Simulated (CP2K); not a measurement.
The C K edge of 3-methoxyfuran was computed by TDDFT (CP2K XAS_TDP, aug-cc-pVDZ, TDA) at these levels: PBEh(45%), PBEh(45%) + GW2X and PBEh(60%). The first three lines of C1 (bonded to O and 3 H) with a strength over 0.0015, energy in eV and strength:

| run | first | second | third |
| --- | --- | --- | --- |
| 1 | 285.01 (0.037) | 285.34 (0.002) | 285.86 (0.022) |
| 2 | 289.15 (0.056) | 290.46 (0.040) | 290.57 (0.039) |
| 3 | 291.64 (0.037) | 291.96 (0.002) | 292.48 (0.022) |

Q: Which run is which?

Run 1: PBEh(45%) (45 % exact exchange). Run 2: PBEh(60%) (60 % exact exchange). Run 3: PBEh(45%) + GW2X (45 % exact exchange). Self-interaction lifts the core level, so the uncorrected lines rise with the share of exact exchange. The GW2X run keeps the spacings of its parent: 0.32 eV between the first two lines in run 3, 0.33 eV in run 1. Its shift is +6.63 eV, since the Kohn–Sham level at this share of exchange lies that far above the quasiparticle level.

[Hosts, paths, dates, database ids (printed as entryN), source tags and the programs' standing remarks are cut or masked in the printed files.]
